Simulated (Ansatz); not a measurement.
Two G0W0 runs on Ge2SeN2 (Cmc2_1).

The structure is orthorhombic, space group Cmc2_1 (No. 36). Conventional cell: a = 11.278 Å, b = 5.903 Å, c = 5.183 Å, α = 90.00°, β = 90.00°, γ = 90.00°. Nearest to Ge lie 3 N at 1.85 to 1.88 Å and 1 Se at 2.38 Å. Se has 2 Ge at 2.38 Å nearest. N has 3 Ge at 1.85 to 1.88 Å nearest. Farther neighbours and most contacts between anions are not listed.

```xyz
10
Lattice="5.6390 -2.9515 0.0000 5.6390 2.9515 0.0000 0.0000 0.0000 5.1832" Properties=species:S:1:pos:R:3 pbc="T T T"
Ge    2.0743   -0.8848    1.7297
Ge    9.2037   -0.8848    1.7297
Ge    9.2037    0.8848    4.3214
Ge    2.0743    0.8848    4.3214
Se    5.6390    1.2408    0.9020
Se    5.6390   -1.2408    3.4936
N     2.4659   -0.7561    3.5312
N     8.8121   -0.7561    3.5312
N     8.8121    0.7561    0.9395
N     2.4659    0.7561    0.9395
```

The cell and positions are those that the Materials Project relaxed with its own functionals (PBE, PBE+U or r2SCAN), kept fixed.

The first (Ansatz 0.2.0; start PBE, 4×4×4 mesh, 439 empty bands, screening to 108 eV, PAW set soft_1 files; 1 × NVIDIA H100 80GB HBM3 (shared by 6 runs) with 2 threads of AMD EPYC 7R13 (Zen 3), shared host) gave, on its mesh: starting gap 1.69 eV, G0W0 gap 2.95 eV, RPA ε∞ (mean) 6.20, 2 min.

Q: The second changes mesh from 4×4×4 to 2×2×2. What does it give?

It gave: starting gap 1.71 eV, G0W0 gap 2.89 eV, RPA ε∞ (mean) 7.34, 14 s. The G0W0 gap moves by −0.06 eV, +0.01 eV from the start and −0.07 eV from the correction.

Limits: not at the basis limit; no spin-orbit coupling; coarse k mesh.

[Paths, hosts, dates, memory and timing lines, banners, echoed tables and standing remarks are left out of the program output.]

[Logs are printed without paths, hosts, clocks, repeated set-up lines and the standing remarks that a program may print on its own settings, such as how far it seeks lower states.]

[Runs of the session that timed out or met a known fault of the program may be left out.]

[Cells called generated may have been cut or substituted from an entry of the Crystallography Open Database or the Materials Project.]

[Hosts, paths, dates, database ids (printed as entryN), source tags and the programs' standing remarks are cut or masked in the printed files.]
